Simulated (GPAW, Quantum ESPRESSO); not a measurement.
Consider K (Fm-3m).

```xyz
1
Lattice="0.0000 3.3919 3.3919 3.3919 0.0000 3.3919 3.3919 3.3919 0.0000" Properties=species:S:1:pos:R:3 pbc="T T T"
K     0.0000    0.0000    0.0000
```

Absorber: atom 1, with 12 K at 4.80 Å (cuboctahedral, site symmetry m-3m). Method: Quantum ESPRESSO XSpectra, LDA, excited-electron core hole (neutral cell), 4-atom cell with 6.8 Å between holes, 5×5×5 k points, dipole transitions, Lorentzian half width 0.37 eV up to 4 eV, rising linearly to 2.5 eV at 25 eV.

This is not the structure that K takes at ambient pressure and room temperature (bcc); it is a model or a phase of other conditions.

**Question.** Predict the near-edge structure at the K K edge.

Main maxima up to 30 eV above the zero (height): 1.3 eV (1.42), 2.7 eV (0.63), 6.4 eV (1.71), 13.8 eV (1.15) and 27.0 eV (0.96). A K edge sees empty p states on the absorber. The total-energy difference is 3613.23 eV. One term is added: -19.73 eV, since the hole is spin-paired here and a spin-polarised one costs that much less in the free atom (computed apart). The photon energy is then 3593.50 eV. The tabulated edge of the element is 3608.4 eV. The functional leaves an error in such absolute values: in the free atom LDA prices this hole 11.1 eV below PBE (computed apart), and PBE is itself good to a few eV.

The K K spectrum (energy from the energy zero of the input (xe0, at the border of filled and empty states); intensity scaled to a mean of 1 over the first 20 eV; the points at xe0, where the cut of filled states can leave a spike, are interpolated):

```
E (eV)  intensity
  -2.0       0.06
  -1.0       0.12
   0.0       0.53
   1.0       1.16
   2.0       0.62
   3.0       0.56
   4.0       1.00
   5.0       1.15
   6.0       1.66
   7.0       1.55
   8.0       1.06
   9.0       0.70
  10.0       0.64
  11.0       0.75
  12.0       0.95
  13.0       1.12
  14.0       1.15
  15.0       1.11
  16.0       1.04
  17.0       0.97
  18.0       0.95
  19.0       0.94
  20.0       0.93
  21.0       0.92
  22.0       0.90
  23.0       0.89
  24.0       0.90
  25.0       0.92
  26.0       0.95
  27.0       0.96
  28.0       0.95
  29.0       0.91
  30.0       0.87
  31.0       0.84
  32.0       0.81
```

The structure is a computed Materials Project entry and may be a hypothetical form.

[Banner, clock and machine lines of the logs are left out without a mark of their own.]

[Logs are printed without paths, hosts, clocks, repeated set-up lines and the standing remarks that a program may print on its own settings, such as how far it seeks lower states.]

[Hosts, paths, dates, database ids (printed as entryN), source tags and the programs' standing remarks are cut or masked in the printed files.]

[Lists of maxima count a maximum above −3 eV only where it reaches 4 % of the highest in the window and stands out from its surroundings by 2 % of it (1.5 % where it reaches 55 %); shoulders and weaker maxima are passed over, and of the rest the first, up to two pre-edge ones and the few strongest are named.]
